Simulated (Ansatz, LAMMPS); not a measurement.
# Squeezing and shearing Ga2O3 with crystalline order left by the classical run (95 atoms), part 2 of 4

Aim: relax Ga2O3 with crystalline order left by the classical run (95 atoms), then change its volume and shape to read moduli from the stress.

Ansatz 0.2.0; Kohn-Sham DFT, PBE, PAW (set soft_1), plane waves.

The cell: 38 Ga and 57 O. The quench rate of 50 K/ps far exceeds what a furnace or splat quench reaches. The network of bonds at the start is that of the classical potential that made the cell. The Brillouin zone is sampled at Γ only.

So far. Step 2 (Single point at the start): The r.m.s. force at the start is 0.31 eV/Å. Step 3 (Cell and atoms relaxed): The relaxation converged after 28 steps, with a largest force component of 0.016 eV/Å.

### Step 4. Single point at the relaxed geometry

One more single point at the end of the walk gives the fuller output and checks the residual forces.

File input.yaml:

```yaml
crystal:
  lattice:
    - [9.88443, 0.27533, -0.22797]
    - [0.27533, 10.53563, 0.35187]
    - [-0.22797, 0.35187, 10.0999]
  atoms:
    - { symbol: Ga, position: [0.30848, 0.39985, 0.87719] }
    - { symbol: Ga, position: [0.52964, 0.78498, 0.12607] }
    - { symbol: Ga, position: [0.90043, 0.98721, 0.81511] }
    - { symbol: Ga, position: [0.9583, 0.24755, 0.76289] }
    - { symbol: Ga, position: [0.83777, 0.95272, 0.12856] }
    - { symbol: Ga, position: [0.09568, 0.49507, 0.02941] }
    [... 83 atom lines left out ...]
    - { symbol: O, position: [0.91112, 0.79648, 0.20307] }
    - { symbol: O, position: [0.61027, 0.06346, 0.49752] }
    - { symbol: O, position: [0.68364, 0.59385, 0.74163] }
    - { symbol: O, position: [0.30555, 0.42142, 0.06543] }
    - { symbol: O, position: [0.70335, 0.33156, 0.47163] }
    - { symbol: O, position: [0.28225, 0.13489, 0.0799] }
kpoints:
  mp_grid: { grid: [1, 1, 1] }
hamiltonian:
  xc: pbe
  pseudopotentials: { kind: paw, azcp: { folder: soft_1 } }
scf:
  occupations: { method: fixed }
output:
  forces: true
  stress: true
  populations: true
  dos:
    method: { smearing: { sigma: 0.15 } }
    de: 0.1
    projected: { site_lists: { Ga: [Ga], O: [O] } }
  eigenvalues: true
  write_density: true
  write_potential: true
  volumetric_format: npy
  elf: true
```

On the command line:

```bash
$ ansatz run input.yaml --threads 4 --pin off --max-ram 8192MiB --backend cpu --events-out ev --progress --plain --runs-dir out
```

Numbers of over 12 decimals in the logs are rounded to 6 here.

The log of the run:

```text
[...]
Crystal: 95 atoms, lattice volume = 1049.209 Å³
Basis set: ecut = 420 eV, 20521 PW (Γ), exchange–correlation on 144×144×144 points (8 copies of the dense FFT grid, shifted against one another)
Bands: 513, of which v1, the nominal top of the filled ones, is band 418 counted from 1 (417 counted from 0)
Symmetry: 1 space group operations
[...]
k-points: 1
[...]
SCF iter   1: F=—  HF=-176144.918825 eV  |F-HF|=—  |Δ(HF+E_count)|=         —  Δρ=1.17e-1  dr2=6.97e1  ethr=3.10e-3  ⟨swp⟩=4.0  Hψ=1373  notcnv=0  defer=88
[...]
SCF iter  13: F=-176121.731323 eV  HF=-176121.731323 eV  |F-HF|=8.15e-9  |Δ(HF+E_count)|=   3.53e-8  Δρ=1.08e-6  dr2=1.45e-8  ethr=1.20e-11  ⟨swp⟩=15.0  Hψ=3842  notcnv=0
SCF 1 converged in 13 iterations: F = -176121.731323 eV  dr2 = 1.45e-8
[...]
SCF converged after 13 iterations
Free energy (F): -176121.731323 eV
[...]
Internal energy: -176121.731323 eV  (E = F + TS)
E sigma→0 (E₀):  -176121.731323 eV
Fermi energy:    7.724847 eV
[...]
--- Forces (eV/Å), atoms counted from 1 ---
  atom   1  Ga    -0.00258677     0.00054526     0.00490389
  atom   2  Ga    -0.00764721    -0.00361843     0.01803178
  atom   3  Ga     0.00391026    -0.00196357    -0.00349132
  atom   4  Ga     0.00130824     0.00182192    -0.00607961
  atom   5  Ga    -0.00300612    -0.00134565    -0.00244654
  atom   6  Ga     0.00496871    -0.00279781     0.00536600
  atom   7  Ga     0.00005583    -0.00038729     0.00100059
  atom   8  Ga     0.00319956    -0.00152364     0.00223754
  atom   9  Ga     0.00080745    -0.00099539    -0.00213284
  atom  10  Ga    -0.00096431    -0.00200447    -0.00585405
  atom  11  Ga     0.00069949    -0.00614455     0.00052290
  atom  12  Ga    -0.00079661     0.00025635    -0.00430335
  atom  13  Ga    -0.00386083    -0.00095440    -0.00416703
  atom  14  Ga    -0.00073507    -0.00006183     0.00244248
[...]
atom  94  O     -0.00223093    -0.00234314     0.00184282
  atom  95  O     -0.00046372    -0.00440307    -0.00521782
  max |Σ_I F_I| component: 1.34e-5 eV/Å
--- Stress (GPa, compression-positive) ---
       -0.011937       0.009410      -0.008666
        0.009410       0.022671       0.023361
       -0.008666       0.023361       0.005411
  P = ⅓ Tr σ = 0.0054 GPa (0.054 kbar)
--- Band table (eV) ---
[...]
--- Löwdin populations: 95 sites ---
  site symbol       q [e]
     0     Ga     11.9116
     1     Ga     11.9458
     2     Ga     11.9516
[...]
94      O      6.6740
  spilling = 0.002563 (of n_electrons = 836.000000)
```

The job ended after 29 s (4 threads of Arm Neoverse V2, shared host; peak memory 1.7 GiB; 1.9 min of CPU time).

The run gave:

- free energy: -176121.7313 eV
- free energy per atom: -1853.9130 eV/atom
- SCF cycles: 13
- pressure: 0.005382 GPa
- r.m.s. force component: 0.00304 eV/Å
- longest force: 0.01992 eV/Å
- Fermi energy: 7.725 eV
- gap (highest filled to lowest empty level): 1.556 eV
- spilling of the projection: 0.002563

Löwdin charges by element and coordination (they lack the spilled electrons, 0.023 e an atom on average):

```
element  coordination  atoms  mean charge (e)  spread   least    most
     Ga           all     38             1.06  0.0169    1.03    1.10
     Ga             4     10             1.08   0.014    1.06    1.10
     Ga             5     13             1.06  0.0101    1.04    1.07
     Ga             6     15             1.04  0.0072    1.03    1.06
      O           all     57           -0.668  0.0139  -0.696  -0.638
      O             3     34           -0.675  0.0085  -0.696  -0.657
      O             4     22           -0.657  0.0136  -0.690  -0.638
      O             5      1            -0.69       0   -0.69   -0.69
```

States in the cell by windows of 1 eV, zero at the Fermi level; the larger projections on atomic orbitals stand beside the total:

```
from (eV)  to (eV)  total   O p  Ga p   O s   Ga d
      -18      -17   76.9   0.3  10.5  55.5    7.9
      -17      -16   11.5   0.0   1.3   8.5    1.5
      -16      -14    0.0   0.0   0.0   0.0    0.0
      -14      -13  190.7   2.8   0.4   0.6  186.5
      -13      -12  183.7   1.6   1.6   6.4  173.7
      -12      -11    5.6   0.1   0.1   0.8    4.5
      -11       -8    0.0   0.0   0.0   0.0    0.0
       -8       -7    2.0   1.2   0.1   0.0    0.0
       -7       -6   30.7  19.0   1.6   0.7    0.5
       -6       -5   29.3  18.6   2.1   1.5    0.5
       -5       -4   39.2  28.0   6.2   1.5    0.5
       -4       -3   51.1  39.8   7.8   1.2    0.7
       -3       -2   58.6  49.8   6.2   0.8    0.8
       -2       -1   70.8  65.2   3.1   0.7    0.9
       -1        0   57.9  55.8   0.7   0.2    0.6
        0        1    2.5   2.4   0.0   0.0    0.0
        1        2    2.0   0.1   0.0   0.6    0.0
        2        3    0.0   0.0   0.0   0.0    0.0
        3        4    0.7   0.2   0.1   0.1    0.0
        4        5   13.1   3.6   2.3   2.3    0.0
```

With fixed occupations the program's Fermi level is the highest filled level; weight inside the gap is the broadening of levels at its edges.

Between -20 and -18 eV lie 26 more states.

The levels nearest the highest filled one (over half full), pooled over k-points and spins:

```
level less the highest filled one (eV)  occupation
                                -0.344           2
                                -0.338           2
                                -0.295           2
                                -0.259           2
                               -0.0251           2
                                     0           2
                                  1.56           0
                                  4.00           0
                                  4.21           0
                                  4.26           0
                                  4.40           0
                                  4.44           0
```

Electrostatic potential energy in the bc plane at fractional x = 0.273, with atoms of Ga and O within 0.2 Å of it. With pseudopotentials it is smooth inside the atoms' cores, unlike the true potential.

Ten even steps from '0' (-26 eV) to '9' (20 eV), each cell a mean:
```
777788888766567788887655678777
677888888657766788876588656312
478888887669985688876799955000
578888877668985788876699856301
777788888765656788887666567766
666788888877777888888645778877
656788888888888777777100588877
666788888888888765566000388877
347888888888887657656523788876
237888887788876657756788888885
667888776677887765567888888887
888877766667888777654688888888
887777776667888877500168777888
887777777776678777500056556788
887755778751037777753466887578
888755677740006777888767999667
888877766662137877888766999667
888887567667778777788876565678
888886699966787766678887767788
888876699966777655577888876788
887435567656667655567888887788
774001666664115766677888888887
775001688773003777788888888877
777656888876336788888877788877
```
Columns run along b (10.5 Å; values clipped at the 3rd and 97th percentile), rows up along c (10.1 Å). Atoms in or near the plane, at fractional coordinates: Ga at (0.84, 0.34), Ga at (0.27, 0.20), Ga at (0.77, 0.88), O at (0.67, 0.44), O at (0.40, 0.35), O at (0.95, 0.88), O at (0.75, 0.69), O at (0.13, 0.08).

ELF in the bc plane at fractional x = 0.273, with atoms of Ga and O within 0.2 Å of it. It is the smooth field of the valence electrons, not physical close to the nuclei.

Values, 13 rows by 16 columns, each cell a mean:
```
0.36 0.13 0.21 0.11 0.08 0.14 0.22 0.25 0.08 0.04 0.10 0.15 0.14 0.19 0.57 0.69
0.66 0.10 0.16 0.55 0.49 0.18 0.05 0.14 0.11 0.04 0.10 0.12 0.03 0.21 0.71 0.63
0.36 0.09 0.16 0.64 0.63 0.22 0.15 0.14 0.18 0.11 0.10 0.33 0.29 0.17 0.38 0.57
0.19 0.14 0.05 0.10 0.14 0.05 0.05 0.08 0.11 0.11 0.34 0.73 0.69 0.44 0.06 0.15
0.69 0.40 0.06 0.03 0.03 0.03 0.31 0.54 0.28 0.15 0.26 0.67 0.74 0.48 0.13 0.55
0.79 0.47 0.05 0.08 0.13 0.09 0.28 0.59 0.34 0.15 0.23 0.21 0.21 0.10 0.13 0.64
0.27 0.14 0.11 0.11 0.12 0.13 0.13 0.12 0.10 0.34 0.69 0.71 0.33 0.06 0.05 0.13
0.05 0.30 0.62 0.42 0.11 0.48 0.68 0.49 0.13 0.46 0.71 0.71 0.37 0.13 0.13 0.06
0.04 0.34 0.72 0.55 0.15 0.64 0.61 0.76 0.24 0.13 0.33 0.30 0.14 0.02 0.12 0.11
0.02 0.06 0.21 0.19 0.11 0.28 0.57 0.41 0.11 0.14 0.07 0.08 0.13 0.16 0.20 0.08
0.08 0.41 0.42 0.16 0.03 0.12 0.20 0.14 0.13 0.21 0.15 0.05 0.11 0.58 0.68 0.24
0.26 0.76 0.66 0.56 0.15 0.36 0.74 0.69 0.26 0.13 0.09 0.03 0.10 0.57 0.61 0.20
0.17 0.59 0.74 0.63 0.10 0.36 0.73 0.74 0.32 0.05 0.06 0.07 0.06 0.07 0.10 0.12
```
Columns run along b (10.5 Å), rows up along c (10.1 Å). Atoms in or near the plane, at fractional coordinates: Ga at (0.84, 0.34), Ga at (0.27, 0.20), Ga at (0.77, 0.88), O at (0.67, 0.44), O at (0.40, 0.35), O at (0.95, 0.88), O at (0.75, 0.69), O at (0.13, 0.08).

Filled and empty levels are parted by 1.56 eV (at Γ alone); a semilocal functional tends to put such gaps too low. In a disordered cell it changes from sample to sample, and tail or defect levels can set it. Mean Löwdin charges: Ga +1.06, O -0.67 e.

### Step 5. Volume -3 %

The relaxed cell is scaled evenly and the atoms are relaxed again; the stress at the end gives one point of P(V).

input.yaml, the sections that differ from step 4:

```yaml
crystal:
  lattice:
    - [9.78458, 0.27255, -0.22567]
    - [0.27255, 10.4292, 0.34832]
    - [-0.22567, 0.34832, 9.99787]
  atoms:
    [... the 95 atom lines of step 4 ...]
output:
  forces: true
  eigenvalues: true
  stress: true
relax:
  f_tol: 0.05
  max_steps: 70
# kpoints, hamiltonian, scf: as in step 4
```

The log of the run:

```text
Warning: output.stress: scf.convergence.dr2_threshold = 1e-7 eV (the SCF's general default) is looser than the 9.5e-9 eV advised for a printed stress (1e-10 eV for each atom of the cell: 95). What an SCF threshold leaves in a stress goes as its square root, and in the free energy as the threshold itself, and one threshold admits the most on a small cell: [...]
[...]
Crystal: 95 atoms, lattice volume = 1017.732 Å³
Basis set: ecut = 420 eV, 19901 PW (Γ), exchange–correlation on 144×144×144 points (8 copies of the dense FFT grid, shifted against one another)
Bands: 513, of which v1, the nominal top of the filled ones, is band 418 counted from 1 (417 counted from 0)
Symmetry: 1 space group operations
[...]
k-points: 1
[...]
SCF iter   1: F=—  HF=-176145.032344 eV  |F-HF|=—  |Δ(HF+E_count)|=         —  Δρ=1.20e-1  dr2=7.25e1  ethr=3.10e-3  ⟨swp⟩=4.0  Hψ=1386  notcnv=0  defer=88
[...]
SCF iter   9: F=-176121.176062 eV  HF=-176121.176069 eV  |F-HF|=6.25e-6  |Δ(HF+E_count)|=   8.55e-5  Δρ=4.57e-5  dr2=1.78e-5  ethr=7.48e-9  ⟨swp⟩=11.0  Hψ=2384  notcnv=0
SCF 1 converged in 9 iterations: F = -176121.176062 eV  dr2 = 1.78e-5
[...]
relax step   1: F+E_penalty+E_count = -176121.17606227 eV  Δ(F+E_penalty+E_count) = +0.000e0 eV  max|allowed force component| = 2.742e-1 eV/Å  Δτ_max = 0.0000 Å  (9 SCF iters, dr2 threshold 6.25e-5 eV, accepted)
[...]
relax step   2: F+E_penalty+E_count = -176121.25522143 eV  Δ(F+E_penalty+E_count) = -7.916e-2 eV  max|allowed force component| = 1.630e-1 eV/Å  Δτ_max = 0.0301 Å  (6 SCF iters, dr2 threshold 4.70e-6 eV, accepted)
[...]
relax step   3: F+E_penalty+E_count = -176121.32053095 eV  Δ(F+E_penalty+E_count) = -6.531e-2 eV  max|allowed force component| = 1.524e-1 eV/Å  Δτ_max = 0.0466 Å  (9 SCF iters, accepted)
relax step   4: F+E_penalty+E_count = -176121.35122482 eV  Δ(F+E_penalty+E_count) = -3.069e-2 eV  max|allowed force component| = 1.363e-1 eV/Å  Δτ_max = 0.2000 Å  (8 SCF iters, dr2 threshold 8.20e-6 eV, accepted)
relax step   5: F+E_penalty+E_count = -176121.36505004 eV  Δ(F+E_penalty+E_count) = -1.383e-2 eV  max|allowed force component| = 9.374e-2 eV/Å  Δτ_max = 0.0407 Å  (6 SCF iters, dr2 threshold 1.49e-5 eV, accepted)
relax step   6: F+E_penalty+E_count = -176121.36970977 eV  Δ(F+E_penalty+E_count) = -4.660e-3 eV  max|allowed force component| = 1.319e-2 eV/Å  Δτ_max = 0.0221 Å  (6 SCF iters, dr2 threshold 4.16e-6 eV, accepted)
[...]
relax step   7: F+E_penalty+E_count = -176121.36971052 eV  Δ(F+E_penalty+E_count) = -7.519e-7 eV  max|allowed force component| = 1.330e-2 eV/Å  Δτ_max = 0.0000 Å  (4 SCF iters, accepted)
SCF converged after 4 iterations
Free energy (F): -176121.369711 eV
[...]
Internal energy: -176121.369711 eV  (E = F + TS)
E sigma→0 (E₀):  -176121.369711 eV
Fermi energy:    8.223481 eV
[...]
--- Forces (eV/Å), atoms counted from 1 ---
  atom   1  Ga    -0.00232376     0.00072041     0.00333644
  atom   2  Ga    -0.00056417     0.00097093    -0.00092329
  atom   3  Ga    -0.00173544    -0.01329876     0.01260709
  atom   4  Ga     0.00498043     0.00050262     0.00445522
  atom   5  Ga    -0.00050598    -0.00370300     0.00233270
  atom   6  Ga     0.00384724     0.00693836     0.00000441
  atom   7  Ga    -0.00513105     0.00548918    -0.00194612
  atom   8  Ga    -0.00162755     0.00616569    -0.00653856
  atom   9  Ga     0.00581595     0.00525413    -0.00410711
  atom  10  Ga     0.00580208     0.00569967    -0.00111808
  atom  11  Ga    -0.00229530    -0.00505937     0.00449006
  atom  12  Ga     0.00855936    -0.00590296    -0.00115660
  atom  13  Ga     0.00411399     0.00010735     0.00246576
  atom  14  Ga     0.00817515    -0.00120450    -0.00717093
[...]
atom  94  O      0.00660959    -0.00400646    -0.00256338
  atom  95  O     -0.00273229    -0.00339250    -0.00322359
  max |Σ_I F_I| component: 4.77e-5 eV/Å
--- Stress (GPa, compression-positive) ---
        3.511516      -0.275846      -0.128490
       -0.275846       3.471063      -0.393085
       -0.128490      -0.393085       4.048273
  P = ⅓ Tr σ = 3.6770 GPa (36.770 kbar)
--- Band table (eV) ---
[...]
--- Relaxed structure (7 steps of the walk, 7 accepted, 0 SCFs on fresh bases) ---
  F+E_penalty+E_count = -176121.36971052 eV   max|allowed force component| = 1.330e-2 eV/Å
  atoms:
    - { symbol: Ga, position: [0.303980, 0.396176, 0.869912] }
    - { symbol: Ga, position: [0.527163, 0.781300, 0.127699] }
    - { symbol: Ga, position: [0.899775, 0.990835, 0.817391] }
    - { symbol: Ga, position: [0.960224, 0.252925, 0.763752] }
[...]
- { symbol: O, position: [0.281773, 0.134427, 0.082302] }
```

The job ended after 1.9 min (4 threads; peak memory 1.7 GiB; 7.3 min of CPU time).

The program notes that the SCF threshold is loose for the stress.

The relaxation converged after 7 steps, 0.194 eV below its start, with a largest force component of 0.013 eV/Å.

Volume -3 %: the energy stands 0.362 eV above that of the reference, at a pressure of 3.68 GPa.

### Step 6. Volume +3 %

The relaxed cell is scaled to another volume.

Input and log are left out; they have the form of those shown for this kind of step.

Elapsed: 1.8 min, on 4 threads of Arm Neoverse V2, shared host; peak memory 1.7 GiB; 6.9 min of CPU time.

The relaxation converged after 6 steps, 0.177 eV below its start, with a largest force component of 0.044 eV/Å.

Volume +3 %: the energy stands 0.320 eV above that of the reference, at a pressure of -3.11 GPa.

[end of part 2 of 4]

[Logs are printed without paths, hosts, clocks, repeated set-up lines and the standing remarks that a program may print on its own settings, such as how far it seeks lower states.]

[Hosts, paths, dates, database ids (printed as entryN), source tags and the programs' standing remarks are cut or masked in the printed files.]
